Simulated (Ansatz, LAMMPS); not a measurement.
**A faulty run on glassy 44SiO2-26Al2O3-15K2O-15CaO (mol %) (91 atoms)**

Program: Ansatz 0.2.0. The cell: 12 Si, 14 Al, 8 K, 4 Ca and 53 O.

Contents of input.yaml:

```yaml
crystal:
  lattice:
    - [10.72837, 0.0, 0.0]
    - [0.0, 10.72837, 0.0]
    - [0.0, 0.0, 10.72837]
  atoms:
    - { symbol: Si, position: [0.75424, 0.94328, 0.41894] }
    - { symbol: Si, position: [0.40684, 0.68979, 0.11791] }
    - { symbol: Si, position: [0.65031, 0.70459, 0.29351] }
    - { symbol: Si, position: [0.23099, 0.1676, 0.5907] }
    - { symbol: Si, position: [0.19665, 0.69746, 0.77035] }
    - { symbol: Si, position: [0.54456, 0.79914, 0.89134] }
    - { symbol: Si, position: [0.52543, 0.12792, 0.09518] }
    - { symbol: Si, position: [0.62166, 0.3663, 0.93613] }
    - { symbol: Si, position: [0.13231, 0.65732, 0.22592] }
    - { symbol: Si, position: [0.4289, 0.38057, 0.50892] }
    - { symbol: Si, position: [0.79833, 0.04188, 0.0282] }
    - { symbol: Si, position: [0.12145, 0.40316, 0.06399] }
    - { symbol: Al, position: [0.74301, 0.54159, 0.50911] }
    - { symbol: Al, position: [0.81233, 0.38673, 0.71239] }
    - { symbol: Al, position: [0.36548, 0.49111, 0.91245] }
    - { symbol: Al, position: [0.96403, 0.90223, 0.20564] }
    - { symbol: Al, position: [0.56402, 0.57304, 0.69242] }
    - { symbol: Al, position: [0.79354, 0.75717, 0.62266] }
    [... 67 atom lines left out ...]
    - { symbol: O, position: [0.50108, 0.15129, 0.24247] }
    - { symbol: O, position: [0.41068, 0.55172, 0.06175] }
    - { symbol: O, position: [0.86968, 0.63086, 0.98837] }
    - { symbol: O, position: [0.30374, 0.05072, 0.54094] }
    - { symbol: O, position: [0.98533, 0.40254, 0.00141] }
    - { symbol: O, position: [0.94674, 0.25004, 0.33784] }
kpoints:
  mp_grid: { grid: [1, 1, 1] }
hamiltonian:
  xc: pbe
scf:
  occupations: { method: fixed }
  eigensolver: { kind: { support_functions: { accuracy: medium, radius: 3.1 } } }
  max_iter: 150
output:
  forces: true
  eigenvalues: true
```

The run is started by

```sh
$ ansatz run input.yaml --threads 4 --pin off --max-ram 8192MiB --backend cpu --events-out ev --progress --plain --runs-dir out
```

Log:

```text
Warning: scf.eigensolver.kind.support_functions: disabling space-group detection — the functions' gradient is summed over unrotated k-points, so no spatial operation reduces the k-mesh or symmetrises the density; time reversal is kept, so that k and −k are solved as one point where they differ and the mesh holds both, and exact exchange and, on two spinor components, a DFT+U term hold to it where the run has them: [...]
Warning: basis.ecutwfc = 464 eV, auto-derived: no grid that the accuracy of the support functions lays serves the files at the lower one that their records recommend; a deck with other species or settings can derive another value
settings of this run that can trade accuracy for cost: scf.eigensolver.kind.support_functions [...]
Engine: ansatz 0.2.0, aarch64-unknown-linux-gnu
Pseudopotentials: kind: paw
Pseudopotential: Si, paw, valence charge 4, recommended cutoff 420 eV (normal), Si.paw.azcp
Pseudopotential: Al, paw, valence charge 3, recommended cutoff 420 eV (normal), Al.paw.azcp
Pseudopotential: K, paw, valence charge 9, recommended cutoff 420 eV (normal), K.paw.azcp
Pseudopotential: Ca, paw, valence charge 10, recommended cutoff 420 eV (normal), Ca.paw.azcp
Pseudopotential: O, paw, valence charge 6, recommended cutoff 420 eV (normal), O.paw.azcp
[... 5 lines on functional and potentials left out ...]
Error: SCF: the radius of support functions is under 3.47 Å, the least for these sites at the functions' level (scf.eigensolver.kind.support_functions.accuracy). Use scf.eigensolver.kind: auto, or type scf.eigensolver.kind.support_functions.radius at least as long, [...]
```

Run time: 6.3 s. Hardware: 4 threads of Arm Neoverse V2, shared host; peak memory 0.34 GiB.

What is at fault here, and what would mend it?

A radius under the least that the level allows: support_functions.radius = 3.1.

The fix is to use a longer radius.

The run ended with an error.

[Logs are printed without paths, hosts, clocks, repeated set-up lines and the standing remarks that a program may print on its own settings, such as how far it seeks lower states.]

[Hosts, paths, dates, database ids (printed as entryN), source tags and the programs' standing remarks are cut or masked in the printed files.]
